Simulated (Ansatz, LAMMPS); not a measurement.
# Structural relaxation of amorphous polyethylene with methane (capped chains of 9 units), from a frame at 500 K (134 atoms), part 2 of 2

How does amorphous polyethylene with methane (capped chains of 9 units), from a frame at 500 K (134 atoms) relax, and what do bonds, charges and levels look like afterwards?

Ansatz 0.2.0; Kohn-Sham DFT, PBEsol, PAW (set soft_2), plane waves.

The cell: 42 C and 92 H. The network of contacts between molecules at the start is that of the classical potential that made the cell. The functional has no dispersion term. Sampling is at Γ alone, for a cell whose shortest periodic width is 11 Å.

So far. Step 4 (Cell and atoms relaxed): The relaxation changed the energy by -68.2 meV/atom, and atoms moved by 0.79 Å r.m.s., 1.6 Å at most.

### Step 6. Single point at the relaxed geometry

The electronic structure is read at the final geometry, in a run of its own.

File input.yaml:

```yaml
crystal:
  lattice:
    - [11.3755, 0.22372, -0.06538]
    - [0.22372, 11.55993, 0.08263]
    - [-0.06538, 0.08263, 11.31462]
  atoms:
    - { symbol: C, position: [0.24812, 0.32825, 0.52003] }
    - { symbol: C, position: [0.23259, 0.44761, 0.5733] }
    - { symbol: C, position: [0.30476, 0.46072, 0.6859] }
    - { symbol: C, position: [0.2911, 0.57983, 0.74032] }
    - { symbol: C, position: [0.36365, 0.59236, 0.85271] }
    - { symbol: C, position: [0.34783, 0.71012, 0.90965] }
    - { symbol: C, position: [0.41706, 0.72013, 0.0245] }
    - { symbol: C, position: [0.3967, 0.8354, 0.08529] }
    - { symbol: C, position: [0.45998, 0.84247, 0.20392] }
    - { symbol: C, position: [0.42923, 0.95297, 0.26978] }
    - { symbol: C, position: [0.49096, 0.96141, 0.38904] }
    - { symbol: C, position: [0.45381, 0.07044, 0.45481] }
    - { symbol: C, position: [0.51649, 0.08618, 0.57276] }
    - { symbol: C, position: [0.49555, 0.99205, 0.66499] }
    - { symbol: C, position: [0.54068, 0.02199, 0.78792] }
    - { symbol: C, position: [0.46311, 0.11195, 0.85003] }
    - { symbol: C, position: [0.51635, 0.15547, 0.96408] }
    - { symbol: C, position: [0.43514, 0.23964, 0.02922] }
    - { symbol: C, position: [0.49101, 0.29051, 0.13852] }
    - { symbol: C, position: [0.4078, 0.37238, 0.20401] }
    - { symbol: H, position: [0.22136, 0.26032, 0.58251] }
    - { symbol: H, position: [0.34084, 0.3089, 0.49769] }
    - { symbol: H, position: [0.1955, 0.32008, 0.43849] }
    - { symbol: H, position: [0.13861, 0.46622, 0.59234] }
    - { symbol: H, position: [0.25733, 0.51433, 0.50814] }
    - { symbol: H, position: [0.28001, 0.39419, 0.75146] }
    - { symbol: H, position: [0.39875, 0.44171, 0.66685] }
    - { symbol: H, position: [0.19715, 0.59876, 0.7596] }
    - { symbol: H, position: [0.31569, 0.64633, 0.67469] }
    - { symbol: H, position: [0.4579, 0.5751, 0.83346] }
    - { symbol: H, position: [0.34026, 0.52431, 0.91725] }
    - { symbol: H, position: [0.37339, 0.77856, 0.84659] }
    [... 96 atom lines left out ...]
    - { symbol: H, position: [0.64451, 0.66122, 0.51291] }
    - { symbol: C, position: [0.70288, 0.56412, 0.19696] }
    - { symbol: H, position: [0.74402, 0.61112, 0.12429] }
    - { symbol: H, position: [0.61125, 0.54764, 0.17322] }
    - { symbol: H, position: [0.75161, 0.48145, 0.21344] }
    - { symbol: H, position: [0.70479, 0.61658, 0.27706] }
kpoints:
  mp_grid: { grid: [1, 1, 1] }
hamiltonian:
  xc: pbesol
scf:
  occupations: { method: fermi_dirac, width: 0.025 }
output:
  forces: true
  stress: true
  populations: true
  dos:
    method: { smearing: { sigma: 0.15 } }
    de: 0.1
    projected: { site_lists: { C: [C], H: [H] } }
  eigenvalues: true
  write_density: true
  write_potential: true
  volumetric_format: npy
```

On the command line:

```bash
$ ansatz run input.yaml --threads 4 --pin off --max-ram 8192MiB --backend cpu --events-out ev --progress --plain --runs-dir out
```

The job ended after 7.6 s (4 threads of Intel Xeon 6975P-C (Granite Rapids), shared host; peak memory 1.6 GiB).

The program notes that the exchange-correlation potential is rough where the density is thin.

The run gave:

| Quantity | Value |
| --- | --- |
| free energy | -11824.0085 eV |
| free energy per atom | -88.2389 eV/atom |
| SCF cycles | 8 |
| pressure | -0.002774 GPa |
| r.m.s. force component | 0.00403 eV/Å |
| longest force | 0.02749 eV/Å |
| Fermi energy | -0.2592 eV |
| gap (highest filled to lowest empty level) | 5.937 eV |
| spilling of the projection | 0.01147 |

Löwdin charges by element (they lack the spilled electrons, 0.022 e an atom on average):

```
element  coordination  atoms  mean charge (e)  spread   least    most
      C           all     42           -0.309   0.100  -0.674  -0.260
      H           all     92            0.173  0.0105   0.160   0.201
```

States in the cell by windows of 1 eV, zero at the Fermi level; the larger projections on atomic orbitals stand beside the total:

```
from (eV)  to (eV)  total   C p   H s  C s
      -14      -13    9.4   1.6   2.6  5.1
      -13      -12    9.2   2.0   2.5  4.6
      -12      -11    5.6   1.6   1.5  2.5
      -11      -10   16.6   5.5   5.2  5.6
      -10       -9   13.8   5.0   4.6  3.9
       -9       -8    1.9   1.3   0.5  0.0
       -8       -7   22.2  16.2   5.3  0.2
       -7       -6   27.7  21.1   5.9  0.3
       -6       -5   37.3  25.5  11.0  0.4
       -5       -4   31.8  21.3   9.9  0.3
       -4       -3   53.0  32.5  19.9  0.3
       -3       -2    2.2   1.6   0.6  0.0
       -2        2    0.0   0.0   0.0  0.0
        2        3    1.6   0.2   0.6  0.3
        3        4   15.8   1.8   6.0  2.2
        4        5   23.9   2.9   8.2  2.9
```

Between -17 and -14 eV lie 29 more states.

The levels nearest the highest filled one (over half full), pooled over k-points and spins:

```
level less the highest filled one (eV)  occupation
                                -0.255           2
                                -0.167           2
                                -0.141           2
                                -0.110           2
                               -0.0471           2
                                     0           2
                                  5.94           0
                                  6.17           0
                                  6.42           0
                                  6.52           0
                                  6.56           0
                                  6.66           0
```

Electrostatic potential energy in the ac plane at fractional y = 0.070, with atoms of C and H within 0.2 Å of it. With pseudopotentials it is smooth inside the atoms' cores, unlike the true potential.

Values in eV, 13 rows by 16 columns, each cell a mean:
```
-28 -19   2   4   4   3   2   1  -1   2   4   4   3 -14 -23 -19
-23 -15   2   4   3  -7 -21 -21  -6   2   3   3   3   1   1   0
-25  -9   0   3   3   2  -1 -11 -18 -11 -14   2   3   4   2  -8
 -5  -9  -6   3   4   4   3   1  -4  -1  -1   3   4   3   2 -14
  3   3   3   3   4   3   3  -3 -10   0   3   3   4   4   3   3
  4   4   4   4   3   3   2 -16 -42 -18  -6   3   4   4   3   3
  4   4   4   4   3 -15 -19 -32 -12   0   2   3   4   4   3   3
  3   4   4   4   3  -3 -12 -28  -5   3   3   1  -4   2  -3   1
  3   4   4   4   4   4   3   2   3   3   3  -4 -21 -22 -20  -4
  3   3   4   4   4   4   2   1   3   4   4   3  -4 -21  -3   3
-11   2   4   4   4   4   2   0   3   4   3   1 -18 -43 -16 -11
 -5   3   4   4   4   4   4   3   2   3   3   0  -6  -6 -24 -38
  0   2   3   4   4   4   4   2 -18  -6   3   4   3   2 -16 -21
```
Columns run along a (11.4 Å; values clipped at the 3rd and 97th percentile), rows up along c (11.3 Å). Atoms in or near the plane, at fractional coordinates: C at (0.45, 0.45), C at (0.52, 0.57), H at (0.36, 0.47), H at (0.63, 0.78), H at (0.38, 0.87), H at (0.54, 0.02), C at (0.05, 0.92), C at (0.94, 0.12), C at (0.83, 0.19), H at (0.96, 0.75), H at (0.86, 0.94), H at (0.76, 0.36), H at (0.91, 0.36).

Valence density in the ac plane at fractional y = 0.070, with atoms of C and H within 0.2 Å of it. It is the smooth field of the valence electrons, not physical close to the nuclei.

Ten even steps from '_' (0.0 e/Å³) to '@' (1.8 e/Å³), each cell a mean:
```
**++==--..____________________..::::..______________..++%%%%####
%%@@%%++..______________......::::..________________..++**====++
++%%##--..____________--**++++==--..__________________........::
==**==::______________--****######==::....____________________::
****==::..______________..::==**####++++==..________________::==
%%******--..________________..::======++==::______________..++@@
--::--==::____________________..::::......__________________::==
____________________________..::::....__________________________
____________________________..==++==::..________________________
____________________________::**@@%%**==::______________________
__________________________..--##@@%%##**--..____________________
____________________..::--==**%%##==::::..______________________
____________________::##@@@@@@@@++::____________________________
____________________..--++##%%%%==..____________________________
________________________..::----::____________::==--::::--==::__
______________________________..______________--####****####--__
______________________________________________..--++****++::..__
____________________________..__________________..--##**--..____
..________________________......________________::++@@%%==::....
++--__________________________________________..==%%@@@@%%++==++
##--..________________________________________::++******%%@@@@@@
--..__________________________________________........::==%%@@##
..______________________________..--::________________..--**%%++
::....________________________..--**--..______________..==##%%++
```
Columns run along a (11.4 Å), rows up along c (11.3 Å). Atoms in or near the plane, at fractional coordinates: C at (0.45, 0.45), C at (0.52, 0.57), H at (0.36, 0.47), H at (0.63, 0.78), H at (0.38, 0.87), H at (0.54, 0.02), C at (0.05, 0.92), C at (0.94, 0.12), C at (0.83, 0.19), H at (0.96, 0.75), H at (0.86, 0.94), H at (0.76, 0.36), H at (0.91, 0.36).

Mean Löwdin charges: C -0.31, H +0.17 e (they miss 1.1 % of the electrons, so they add up to more than the cell's charge). The largest share in the top eV of filled states is C p (62 % of the projected weight), and in the lowest eV of empty states H s (59 % of the projected weight).

A closer look about C80, picked at random: 9 atoms, nearest first, numbered in the order of the input, with positions taken from that point.

```
atom      x      y      z  distance (Å)  bonds  Löwdin charge (e)
 C80   0.00   0.00   0.00          0.00      4              -0.27
H119  -0.94   0.23  -0.53          1.11      1               0.17
H118   0.78   0.61  -0.50          1.11      1               0.16
 C79   0.35  -1.47  -0.17          1.52      4              -0.28
 C81  -0.13   0.44   1.45          1.52      4              -0.27
H116   1.25  -1.69   0.44          2.15      1               0.17
H121  -0.27   1.54   1.48          2.15      1               0.18
H120   0.82   0.24   1.98          2.16      1               0.18
H117  -0.46  -2.10   0.25          2.16      1               0.17
```

The column of bonds counts only the pairs H-C within 1.34 Å, C-C within 1.85 Å; other neighbours, such as metal atoms beside each other in a compound, aren't counted, and periodic images can show an atom twice.

### Step 7. Summary of results

```json
{
 "energy change in the relaxation": "-68.25 meV/atom",
 "r.m.s. displacement": "0.785 Å",
 "largest displacement": "1.551 Å",
 "free energy per atom": "-88.2389 eV/atom",
 "pressure": "-0.002774 GPa",
 "r.m.s. force component": "0.00403 eV/Å",
 "gap (highest filled to lowest empty level)": "5.937 eV",
 "wall time of the 3 DFT runs": "3.2 min"
}
```

In words: Relaxation lowers the energy by 68.2 meV/atom and moves atoms by 0.79 Å r.m.s.; the r.m.s. force component goes from 1.3 to 0.0040 eV/Å, the pressure goes from 4.2 to -0.0028 GPa, and the gap from 5.49 to 5.94 eV. Displacements are taken in the final cell, so they leave out its strain. By the final cutoffs no bond was broken or made. The functional lacks dispersion, which holds such a cell together, so the relaxed volume is likely too large. The cell grew by 9.3 % in volume. First to last step the energy falls by 9.145 eV, across changes of basis; the largest move, 1.55 Å, is that of H35. The H-C bonds change most in mean length: from 1.087 Å (spread 0.043) to 1.106 Å (spread 0.003). Counting bonds as in the table, all C atoms have 4 and all H atoms have 1 bonded neighbour. Filled and empty levels are parted by 5.94 eV (at Γ alone); a semilocal functional tends to put such gaps too low. In a disordered cell it changes from sample to sample, and tail or defect levels can set it.

Caveats: The network of contacts between molecules at the start is that of the classical potential that made the cell; in DFT atoms moved by 0.79 Å r.m.s.

[Logs are printed without paths, hosts, clocks, repeated set-up lines and the standing remarks that a program may print on its own settings, such as how far it seeks lower states.]

[Hosts, paths, dates, database ids (printed as entryN), source tags and the programs' standing remarks are cut or masked in the printed files.]
